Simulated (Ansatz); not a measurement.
**Be3Si2: relaxing a made-up structure**

Starting from a made-up structure for Be3Si2, the aim is the relaxed cell, its shortest contacts and, where a second run follows, its electronic structure.

Calculated with Ansatz 0.2.0; DFT, PBEsol, plane-wave PAW, files of the set soft_1, scalar-relativistic, no spin, cell and ions relaxed at zero pressure; PAW set soft_1, in the first sound run; inputs show where later runs differ.

**1. The structure**

It takes space group P-6m2 (No. 187, hexagonal). The conventional cell has a = 3.703 Å, b = 3.703 Å, c = 4.520 Å, α = 90.00°, β = 90.00°, γ = 120.00°. Nearest to Si lie 9 Be at 2.14 to 2.43 Å. Nearest to Si lie 8 Be at 2.26 to 2.41 Å. Be has 5 Si at 2.14 to 2.26 Å and 6 Be at 2.43 Å nearest. Be has 5 Be at 2.23 to 2.43 Å and 6 Si at 2.41 to 2.43 Å nearest. Farther neighbours are not listed.

Structure file:

```cif
data_structure
_symmetry_space_group_name_H-M 'P 1'
_symmetry_Int_Tables_number 1
_cell_length_a 3.7030
_cell_length_b 3.7030
_cell_length_c 4.5200
_cell_angle_alpha 90.000
_cell_angle_beta 90.000
_cell_angle_gamma 120.000
_cell_volume 53.68
loop_
_atom_site_label
_atom_site_type_symbol
_atom_site_fract_x
_atom_site_fract_y
_atom_site_fract_z
_atom_site_occupancy
Si1 Si 0.00000 0.00000 0.00000 1
Si2 Si 0.33333 0.66667 0.50000 1
Be3 Be 0.33333 0.66667 0.00000 1
Be4 Be 0.66667 0.33333 0.25360 1
Be5 Be 0.66667 0.33333 0.74640 1
```

**2. Relaxation of the guess**

The guess takes its coordinates from another compound and its volume from a rule, so the cell and any free coordinates are relaxed together.

input.yaml

```yaml
crystal:
  lattice:
    - [3.703, 0.0, 0.0]
    - [-1.8515, 3.20689207, 0.0]
    - [0.0, 0.0, 4.52]
  atoms:
    - { symbol: Si, position: [0.0, 0.0, 0.0] }
    - { symbol: Si, position: [0.333333333, 0.666666667, 0.5] }
    - { symbol: Be, position: [0.333333333, 0.666666667, 0.0] }
    - { symbol: Be, position: [0.666666667, 0.333333333, 0.2536] }
    - { symbol: Be, position: [0.666666667, 0.333333333, 0.7464] }
kpoints:
  mp_grid: { grid: [8, 8, 6] }
scf:
  occupations: { method: fermi_dirac, width: 0.05 }
hamiltonian:
  xc: pbesol
  pseudopotentials: { kind: paw, azcp: { folder: soft_1 }, xc_functional: pbe }
relax:
  f_tol: 0.015
  max_steps: 70
  cell: {}
output:
  forces: true
  stress: true
```

Started as:

```
ansatz run input.yaml --threads 4 --pin off --max-ram 8192MiB --backend cpu --events-out ev --progress --plain --runs-dir out
```

Numbers of over 12 decimals in the logs are rounded to 6 here.

Output:

```text
Engine: ansatz 0.2.0, aarch64-unknown-linux-gnu
Pseudopotentials: kind: paw
Pseudopotential: Si, paw, valence charge 4, recommended cutoff 420 eV (normal), soft_1/Si.paw.azcp
Pseudopotential: Be, paw, valence charge 2, recommended cutoff 420 eV (normal), soft_1/Be.paw.azcp
Functional definition: PBEsol
  exchange = pbesol_x
  correlation = pbesol_c
Crystal: 5 atoms, lattice volume = 53.676 Å³
Basis set: ecut = 420 eV, 1059 PW (Γ), exchange–correlation on 50×50×64 points (8 copies of the dense FFT grid, shifted against one another)
Bands: 12, of which v1, the nominal top of the filled ones, is band 7 counted from 1 (6 counted from 0)
Symmetry: 12 space group operations
Space group: P-6m2 (ITA 187), of the structure as read, at distance tolerance 3.8e-5 Å
k-points: 40 of 384 (time reversal used)
Non-local potential: Si, projectors of the file, l = 0: 2, l = 1: 2, l = 2: 1
Non-local potential: Be, projectors of the file, l = 0: 2, l = 1: 2, l = 2: 1
PAW form: soft (Blöchl's): semilocal exchange-correlation on the pseudo side does not see the compensation charge
PAW frozen core: Si, regenerated for the run's functional, and the local potential with it (the file was generated under x = pbe(κ = 0.804, μ = 0.219515), c = pbe(β = 0.066725))
PAW frozen core: Be, regenerated for the run's functional, and the local potential with it (the file was generated under x = pbe(κ = 0.804, μ = 0.219515), c = pbe(β = 0.066725))
PAW one-centre angular grid: Si, 110 points (default); XC on 64 Gauss nodes
PAW one-centre angular grid: Be, 110 points (default); XC on 64 Gauss nodes
Initial density: superposition of atomic densities (chi_scale 0.1, normalization cell, long waves kept (reshape's long-wave potential 0.00 eV rms))
Initial wavefunctions: pseudopotential atomic-orbital guess
Functional: x = pbesol(κ = 0.804, μ = 0.123457), c = pbesol(β = 0.046)
SCF iter   1: F=—  HF=-1512.645791 eV  |F-HF|=—  |Δ(HF+E_count)|=         —  Δρ=3.54e-2  dr2=1.45e0  ethr=3.10e-3  ⟨swp⟩=6.3  Hψ=3657  notcnv=0
preconditioner: auto → none  [metal: Δε(μ)=0.066 eV  Ē_g=8.693 eV  σ=0.050 eV  W_gap=0.31  n_scr=8 (ndim 8)  ℏωp=19.0 eV  f_vac=0.000  D(μ)=1.46/eV (n_scr^D=8)  sad-step TF]
SCF iter   2: F=—  HF=-1512.290546 eV  |F-HF|=—  |Δ(HF+E_count)|=   3.55e-1  Δρ=2.05e-2  dr2=4.74e-1  ethr=3.10e-3  ⟨swp⟩=2.4  Hψ=1046  notcnv=0  defer=9
SCF iter   3: F=—  HF=-1512.122126 eV  |F-HF|=—  |Δ(HF+E_count)|=   1.68e-1  Δρ=2.11e-3  dr2=8.01e-3  ethr=3.10e-3  ⟨swp⟩=2.6  Hψ=920  notcnv=0  defer=9
SCF iter   4: F=—  HF=-1512.121633 eV  |F-HF|=—  |Δ(HF+E_count)|=   4.93e-4  Δρ=1.69e-3  dr2=5.37e-3  ethr=5.72e-5  ⟨swp⟩=2.2  Hψ=989  notcnv=0  defer=9
SCF iter   5: F=—  HF=-1512.120352 eV  |F-HF|=—  |Δ(HF+E_count)|=   1.28e-3  Δρ=5.01e-4  dr2=4.30e-4  ethr=3.84e-5  ⟨swp⟩=1.9  Hψ=669  notcnv=0  defer=9
SCF iter   6: F=—  HF=-1512.120247 eV  |F-HF|=—  |Δ(HF+E_count)|=   1.05e-4  Δρ=7.93e-5  dr2=1.04e-5  ethr=3.07e-6  ⟨swp⟩=2.3  Hψ=662  notcnv=0  defer=9
SCF iter   7: F=—  HF=-1512.120254 eV  |F-HF|=—  |Δ(HF+E_count)|=   6.83e-6  Δρ=8.12e-6  dr2=3.55e-8  ethr=7.14e-10  ⟨swp⟩=3.8  Hψ=2028  notcnv=0
SCF iter   8: F=-1512.120254 eV  HF=-1512.120254 eV  |F-HF|=4.26e-10  |Δ(HF+E_count)|=  4.35e-10  Δρ=1.73e-6  dr2=8.38e-10  ethr=2.54e-10  ⟨swp⟩=2.1  Hψ=1557  notcnv=0
SCF 1 converged in 8 iterations: F = -1512.120254 eV  dr2 = 8.38e-10
  greatest PAW one-centre occupation: 0.661 electrons in one spin orbital (limit 2), on the Si atom at site 1 (counted from 0), in its partial waves of l = 0
relax step   1: F+E_penalty+E_count = -1512.12025416 eV  Δ(F+E_penalty+E_count) = +0.000e0 eV  max|allowed force component| = 2.708e-1 eV/Å  Δτ_max = 0.0000 Å  P = +7.996 GPa  Ω = 53.676 Å³  (8 SCF iters, dr2 threshold 1.00e-7 eV, accepted)
Crystal: 5 atoms, lattice volume = 55.855 Å³
Basis set: ecut = 420 eV, 1107 PW (Γ), exchange–correlation on 50×50×64 points (8 copies of the dense FFT grid, shifted against one another)
Initial density: handed on by an earlier stage of this run
Initial wavefunctions: those handed on with the density
iter 1 solved again at ethr=1.14e-4 eV; its pass at ethr=3.10e-3 eV (dr2=1.60e-2 eV) is discarded
SCF iter   1: F=—  HF=-1512.223219 eV  |F-HF|=—  |Δ(HF+E_count)|=         —  Δρ=3.16e-3  dr2=1.61e-2  ethr=1.14e-4  ⟨swp⟩=1.0  Hψ=3730  notcnv=0
preconditioner: auto → none  [metal: Δε(μ)=0.026 eV  Ē_g=8.474 eV  σ=0.050 eV  W_gap=0.13  n_scr=8 (ndim 8)  ℏωp=18.6 eV  f_vac=0.000  D(μ)=1.34/eV (n_scr^D=8)]
SCF iter   2: F=—  HF=-1512.219088 eV  |F-HF|=—  |Δ(HF+E_count)|=   4.13e-3  Δρ=1.43e-3  dr2=3.75e-3  ethr=1.14e-4  ⟨swp⟩=2.0  Hψ=896  notcnv=0
SCF iter   3: F=—  HF=-1512.218119 eV  |F-HF|=—  |Δ(HF+E_count)|=   9.69e-4  Δρ=4.90e-4  dr2=1.69e-4  ethr=2.68e-5  ⟨swp⟩=2.3  Hψ=687  notcnv=0
SCF iter   4: F=—  HF=-1512.218078 eV  |F-HF|=—  |Δ(HF+E_count)|=   4.02e-5  Δρ=1.80e-4  dr2=1.23e-5  ethr=1.21e-6  ⟨swp⟩=2.1  Hψ=723  notcnv=0
SCF iter   5: F=-1512.218074 eV  HF=-1512.218074 eV  |F-HF|=1.05e-8  |Δ(HF+E_count)|=   4.21e-6  Δρ=1.74e-5  dr2=8.58e-8  ethr=3.57e-9  ⟨swp⟩=3.1  Hψ=1893  notcnv=0
SCF 2 converged in 5 iterations: F = -1512.218074 eV  dr2 = 8.58e-8
  greatest PAW one-centre occupation: 0.659 electrons in one spin orbital (limit 2), on the Si atom at site 1 (counted from 0), in its partial waves of l = 0
relax step   2: F+E_penalty+E_count = -1512.21807425 eV  Δ(F+E_penalty+E_count) = -9.782e-2 eV  max|allowed force component| = 7.569e-2 eV/Å  Δτ_max = 0.0127 Å  P = +3.013 GPa  Ω = 55.855 Å³  energy of the carried Pulay correction = -1.592e-4 eV  (5 SCF iters, dr2 threshold 5.00e-7 eV, accepted)
Crystal: 5 atoms, lattice volume = 57.262 Å³
Basis set: ecut = 420 eV, 1131 PW (Γ), exchange–correlation on 50×50×64 points (8 copies of the dense FFT grid, shifted against one another)
iter 1 solved again at ethr=3.17e-5 eV; its pass at ethr=3.10e-3 eV (dr2=4.44e-3 eV) is discarded
SCF iter   1: F=—  HF=-1512.241069 eV  |F-HF|=—  |Δ(HF+E_count)|=         —  Δρ=2.02e-3  dr2=4.46e-3  ethr=3.17e-5  ⟨swp⟩=1.0  Hψ=3645  notcnv=0
preconditioner: auto → none  [metal: Δε(μ)=0.106 eV  Ē_g=8.345 eV  σ=0.050 eV  W_gap=0.45  n_scr=8 (ndim 8)  ℏωp=18.4 eV  f_vac=0.000  D(μ)=1.02/eV (n_scr^D=2)]
SCF iter   2: F=—  HF=-1512.239800 eV  |F-HF|=—  |Δ(HF+E_count)|=   1.27e-3  Δρ=8.16e-4  dr2=7.35e-4  ethr=3.17e-5  ⟨swp⟩=2.1  Hψ=696  notcnv=0
SCF iter   3: F=—  HF=-1512.239625 eV  |F-HF|=—  |Δ(HF+E_count)|=   1.75e-4  Δρ=3.75e-4  dr2=1.11e-4  ethr=5.25e-6  ⟨swp⟩=2.2  Hψ=677  notcnv=0
SCF iter   4: F=—  HF=-1512.239604 eV  |F-HF|=—  |Δ(HF+E_count)|=   2.10e-5  Δρ=1.64e-4  dr2=1.69e-5  ethr=7.92e-7  ⟨swp⟩=1.9  Hψ=651  notcnv=0
SCF iter   5: F=—  HF=-1512.239599 eV  |F-HF|=—  |Δ(HF+E_count)|=   4.86e-6  Δρ=3.82e-5  dr2=8.06e-7  ethr=1.21e-7  ⟨swp⟩=2.0  Hψ=764  notcnv=0
SCF iter   6: F=-1512.239599 eV  HF=-1512.239599 eV  |F-HF|=2.98e-9  |Δ(HF+E_count)|=   1.91e-7  Δρ=4.86e-6  dr2=1.14e-8  ethr=3.57e-9  ⟨swp⟩=4.0  Hψ=1497  notcnv=0
SCF 3 converged in 6 iterations: F = -1512.239599 eV  dr2 = 1.14e-8
  greatest PAW one-centre occupation: 0.658 electrons in one spin orbital (limit 2), on the Si atom at site 1 (counted from 0), in its partial waves of l = 0
relax step   3: F+E_penalty+E_count = -1512.23959860 eV  Δ(F+E_penalty+E_count) = -2.152e-2 eV  max|allowed force component| = 3.519e-2 eV/Å  Δτ_max = 0.0042 Å  P = +0.238 GPa  Ω = 57.262 Å³  energy of the carried Pulay correction = -2.587e-4 eV  (6 SCF iters, dr2 threshold 5.00e-7 eV, accepted)
Crystal: 5 atoms, lattice volume = 57.384 Å³
iter 1 solved again at ethr=5.83e-6 eV; its pass at ethr=3.10e-3 eV (dr2=8.17e-4 eV) is discarded
SCF iter   1: F=—  HF=-1512.240263 eV  |F-HF|=—  |Δ(HF+E_count)|=         —  Δρ=8.61e-4  dr2=8.60e-4  ethr=5.83e-6  ⟨swp⟩=2.2  Hψ=3390  notcnv=0
preconditioner: auto → none  [metal: Δε(μ)=0.071 eV  Ē_g=8.339 eV  σ=0.050 eV  W_gap=0.34  n_scr=8 (ndim 8)  ℏωp=18.3 eV  f_vac=0.000  D(μ)=0.92/eV (n_scr^D=2)]
SCF iter   2: F=—  HF=-1512.240031 eV  |F-HF|=—  |Δ(HF+E_count)|=   2.32e-4  Δρ=3.30e-4  dr2=1.57e-4  ethr=5.83e-6  ⟨swp⟩=2.1  Hψ=664  notcnv=0
SCF iter   3: F=—  HF=-1512.239994 eV  |F-HF|=—  |Δ(HF+E_count)|=   3.65e-5  Δρ=1.39e-4  dr2=1.81e-5  ethr=1.12e-6  ⟨swp⟩=2.1  Hψ=690  notcnv=0
SCF iter   4: F=—  HF=-1512.239990 eV  |F-HF|=—  |Δ(HF+E_count)|=   4.07e-6  Δρ=5.63e-5  dr2=2.51e-6  ethr=1.29e-7  ⟨swp⟩=1.3  Hψ=533  notcnv=0
SCF iter   5: F=-1512.239990 eV  HF=-1512.239990 eV  |F-HF|=4.38e-8  |Δ(HF+E_count)|=   5.56e-7  Δρ=1.20e-5  dr2=9.51e-8  ethr=2.42e-9  ⟨swp⟩=3.0  Hψ=1742  notcnv=0
SCF 4 converged in 5 iterations: F = -1512.239990 eV  dr2 = 9.51e-8
relax step   4: F+E_penalty+E_count = -1512.23998957 eV  Δ(F+E_penalty+E_count) = -3.910e-4 eV  max|allowed force component| = 1.684e-2 eV/Å  Δτ_max = 0.0072 Å  P = -0.020 GPa  Ω = 57.384 Å³  energy of the carried Pulay correction = -2.672e-4 eV  (5 SCF iters, dr2 threshold 3.39e-7 eV, accepted)
Crystal: 5 atoms, lattice volume = 57.375 Å³
iter 1 solved again at ethr=3.53e-7 eV; its pass at ethr=3.10e-3 eV (dr2=4.95e-5 eV) is discarded
SCF iter   1: F=—  HF=-1512.240035 eV  |F-HF|=—  |Δ(HF+E_count)|=         —  Δρ=1.89e-4  dr2=5.20e-5  ethr=3.53e-7  ⟨swp⟩=2.1  Hψ=3346  notcnv=0
preconditioner: auto → none  [metal: Δε(μ)=0.058 eV  Ē_g=8.339 eV  σ=0.050 eV  W_gap=0.27  n_scr=8 (ndim 8)  ℏωp=18.3 eV  f_vac=0.000  D(μ)=0.94/eV (n_scr^D=2)]
SCF iter   2: F=—  HF=-1512.240027 eV  |F-HF|=—  |Δ(HF+E_count)|=   8.30e-6  Δρ=7.60e-5  dr2=1.05e-5  ethr=3.53e-7  ⟨swp⟩=2.1  Hψ=689  notcnv=0
SCF iter   3: F=—  HF=-1512.240024 eV  |F-HF|=—  |Δ(HF+E_count)|=   2.83e-6  Δρ=2.63e-5  dr2=6.53e-7  ethr=7.49e-8  ⟨swp⟩=2.2  Hψ=685  notcnv=0
SCF iter   4: F=—  HF=-1512.240024 eV  |F-HF|=—  |Δ(HF+E_count)|=   1.71e-7  Δρ=7.31e-6  dr2=2.95e-8  ethr=4.66e-9  ⟨swp⟩=2.1  Hψ=670  notcnv=0
SCF iter   5: F=-1512.240024 eV  HF=-1512.240024 eV  |F-HF|=2.31e-10  |Δ(HF+E_count)|=   3.07e-9  Δρ=1.68e-6  dr2=8.95e-10  ethr=1.27e-10  ⟨swp⟩=4.0  Hψ=1472  notcnv=0
SCF 5 converged in 5 iterations: F = -1512.240024 eV  dr2 = 8.95e-10
relax step   5: F+E_penalty+E_count = -1512.24002385 eV  Δ(F+E_penalty+E_count) = -3.428e-5 eV  max|allowed force component| = 3.054e-4 eV/Å  Δτ_max = 0.0019 Å  P = +0.004 GPa  Ω = 57.375 Å³  energy of the carried Pulay correction = -2.666e-4 eV  (5 SCF iters, dr2 threshold 1.77e-8 eV, accepted)
Basis set: ecut = 420 eV, 1131 PW (Γ), exchange–correlation on 54×54×64 points (8 copies of the dense FFT grid, shifted against one another)
Initial wavefunctions: pseudopotential atomic-orbital guess (no wavefunctions were taken with the density)
iter 1 solved again at ethr=3.53e-7 eV; its pass at ethr=3.10e-3 eV (dr2=4.94e-5 eV) is discarded
SCF iter   1: F=—  HF=-1512.240432 eV  |F-HF|=—  |Δ(HF+E_count)|=         —  Δρ=3.21e-5  dr2=6.13e-8  ethr=3.53e-7  ⟨swp⟩=3.4  Hψ=4947  notcnv=0
eigensolver tolerance schedule: the retry pair's looser diagonalisation over-reported the residual by 803.81 of it (diagonalisation noise at 0.10 of the residual, at the tolerance the schedule requests for it); recorded, not acted on — ethr = c·dr2/N_el stays at c = 1.0e-1
preconditioner: auto → none  [metal: Δε(μ)=0.060 eV  Ē_g=8.339 eV  σ=0.050 eV  W_gap=0.29  n_scr=8 (ndim 8)  ℏωp=18.3 eV  f_vac=0.000  D(μ)=0.93/eV (n_scr^D=2)]
SCF iter   2: F=—  HF=-1512.240407 eV  |F-HF|=—  |Δ(HF+E_count)|=   2.46e-5  Δρ=1.62e-5  dr2=1.56e-8  ethr=4.38e-10  ⟨swp⟩=2.0  Hψ=761  notcnv=0
SCF iter   3: F=—  HF=-1512.240407 eV  |F-HF|=—  |Δ(HF+E_count)|=   5.07e-8  Δρ=1.34e-6  dr2=2.55e-9  ethr=1.11e-10  ⟨swp⟩=2.3  Hψ=766  notcnv=0
SCF iter   4: F=—  HF=-1512.240407 eV  |F-HF|=—  |Δ(HF+E_count)|=  6.12e-10  Δρ=4.21e-7  dr2=1.75e-10  ethr=1.82e-11  ⟨swp⟩=2.0  Hψ=667  notcnv=0
SCF iter   5: F=-1512.240407 eV  HF=-1512.240407 eV  |F-HF|=3.18e-12  |Δ(HF+E_count)|=  3.48e-11  Δρ=1.69e-7  dr2=1.23e-11  ethr=1.00e-12  ⟨swp⟩=4.3  Hψ=1506  notcnv=0
SCF 6 converged in 5 iterations: F = -1512.240407 eV  dr2 = 1.23e-11
relax step   6: F+E_penalty+E_count = -1512.24040702 eV  Δ(F+E_penalty+E_count) = -3.832e-4 eV  max|allowed force component| = 2.425e-4 eV/Å  Δτ_max = 0.0000 Å  P = +0.013 GPa  Ω = 57.375 Å³  stress off target by 1.45e-2 GPa  SCF on the basis re-selected at this cell (its energy is not comparable with the rows above)  (5 SCF iters)
basis re-selected at this cell: Δ(F+E_penalty+E_count) = -3.832e-4 eV, ΔP = +0.009 GPa vs the last step (what re-selecting the basis moved, of the pressure what is left beyond the Pulay correction that the steps carried, after the strain that the cell walked since its last selection, with what the two solves' SCF thresholds leave and, on support functions, any second-order correction that the steps lacked; it is no measure of the basis error at this ecutwfc). The dense FFT grid was sized anew with the basis: this SCF ran on 27×27×32 points, the steps before it on 25×25×32, so part of this shift can come from that change (see relax.cell in the input reference). [rest of the remark cut]
SCF converged after 5 iterations
Free energy (F): -1512.240407 eV
Harris-Foulkes:  -1512.240407 eV  (|F-HF|=3.18e-12)
Internal energy: -1512.231956 eV  (E = F + TS)
E sigma→0 (E₀):  -1512.236182 eV
Entropy (-TS):   -0.008451 eV (-1.690 meV/atom)
Fermi energy:    8.535923 eV
--- Per-component energies (eV) ---
  E_band       = 44.717242
  E_kinetic    = 143.599305
  E_local      = -3.756914  (includes V_loc(G=0)·N_el)
  E_nonlocal   = 56.966607
  E_hartree    = 6.650408
  E_xc         = -173.191941
  E_vxc        = -158.574292  (∫ρ·V_xc dr)
  E_paw        = -1164.570343  (= ΣΔE_a)
  E_vpaw       = -6.818359  (= ΣTr[D̂ρ^β])
  E_aug_tail   = 0.000078  (compensation charges beyond the density's cutoff)
  E_ewald      = -378.020871
  E_core_change = 0.091715  (= ΣΔE_core)
  E_smearing   = -0.008451  (= −TS)
  E_closure    = 0.000000  (closes the sum)
  Σ components = -1512.240407   (vs F -1512.240407, Δ=0.00e0)
--- Forces (eV/Å), atoms counted from 1 ---
  atom   1  Si     0.00000000     0.00000000     0.00000000
  atom   2  Si     0.00000000     0.00000000    -0.00000000
  atom   3  Be    -0.00000000     0.00000000     0.00000000
  atom   4  Be     0.00000000     0.00000000     0.00024253
  atom   5  Be    -0.00000000     0.00000000    -0.00024253
  max |Σ_I F_I| component: 4.28e-16 eV/Å
--- Stress (GPa, compression-positive) ---
        0.014495      -0.000000      -0.000000
       -0.000000       0.014495      -0.000000
       -0.000000      -0.000000       0.009874
  P = ⅓ Tr σ = 0.0130 GPa (0.130 kbar)
--- Relaxed structure (5 steps of the walk, 5 accepted, 1 SCFs on fresh bases) ---
  F+E_penalty+E_count = -1512.24040702 eV   max|allowed force component| = 2.425e-4 eV/Å   (the final SCF, on the basis selected at the relaxed cell)
  cell:  # Å, volume = 57.3749 Å³
    - [3.832216, 0.0, 0.0]
    - [-1.916108, 3.318796, 0.0]
    - [0.0, 0.0, 4.511195]
  atoms:
    - { symbol: Si, position: [0, 0, 0.0] }
    - { symbol: Si, position: [0.333333, 0.666667, 0.5] }
    - { symbol: Be, position: [0.333333, 0.666667, 0.0] }
    - { symbol: Be, position: [0.666667, 0.333333, 0.256162] }
    - { symbol: Be, position: [0.666667, 0.333333, 0.743838] }
```

Run time: 4.4 s. Hardware: 4 threads of Arm Neoverse V1, shared host; peak memory 0.32 GiB.

Relaxation path:

| step | energy less that of the first step (eV) | largest force component (eV/Å) | pressure (GPa) | volume (Å³) |
| --- | --- | --- | --- | --- |
| 1 | 0.0000 | 0.2708 | 8.00 | 53.68 |
| 2 | -0.0978 | 0.0757 | 3.01 | 55.85 |
| 3 | -0.1193 | 0.0352 | 0.24 | 57.26 |
| 4 | -0.1197 | 0.0168 | -0.02 | 57.38 |
| 5 | -0.1198 | 0.0003 | 0.00 | 57.37 |
| 6* | -0.1202 | 0.0002 | 0.01 | 57.37 |

Relaxation steps marked * repeat the geometry before them on a plane-wave basis chosen anew for their cell, so energy and pressure can jump there.

The run keeps the 12 symmetry operations that it works with, so distortions that break them were not tested.

| conventional cell, symmetrised | before | after | change |
| --- | --- | --- | --- |
| a (Å) | 3.703 | 3.832 | +3.5 % |
| b (Å) | 3.703 | 3.832 | +3.5 % |
| c (Å) | 4.520 | 4.511 | -0.2 % |
| volume (Å³/atom) | 10.74 | 11.47 | +6.9 % |

The atoms that moved most (Å, as changes of fractional coordinates times the final cell):

```
atom     dx     dy      dz  length
 Be5  0.000  0.000  -0.012   0.012
 Be4  0.000  0.000   0.012   0.012
```

The relaxed structure:

```xyz
5
Lattice="3.8322 0.0000 0.0000 -1.9161 3.3188 0.0000 0.0000 0.0000 4.5112" Properties=species:S:1:pos:R:3 pbc="T T T"
Si    0.0000    0.0000    0.0000
Si    0.0000    2.2125    2.2556
Be    0.0000    2.2125    0.0000
Be    1.9161    1.1063    1.1556
Be    1.9161    1.1063    3.3556
```

Numbers from this step:

* free energy: -1512.2404 eV
* energy at zero smearing: -1512.2362 eV
* smearing term TS: 0.008451 eV
* Fermi energy: 8.536 eV
* electrons: 14
* symmetry operations: 12
* pressure: 0.01295 GPa

Shortest distances by pair of elements, guess and relaxed (not always the same contact):

| pair | guess (Å) | relaxed (Å) |
| --- | --- | --- |
| Be–Be | 2.227 | 2.200 |
| Be–Si | 2.138 | 2.213 |
| Si–Si | 3.111 | 3.160 |

The relaxation ends with a largest force component of 2.4e-4 eV/Å and a pressure of 0.01 GPa.

(Part 1 of 2 ends here.)

[Logs are printed without paths, hosts, clocks, repeated set-up lines and the standing remarks that a program may print on its own settings, such as how far it seeks lower states.]

[Hosts, paths, dates, database ids (printed as entryN), source tags and the programs' standing remarks are cut or masked in the printed files.]
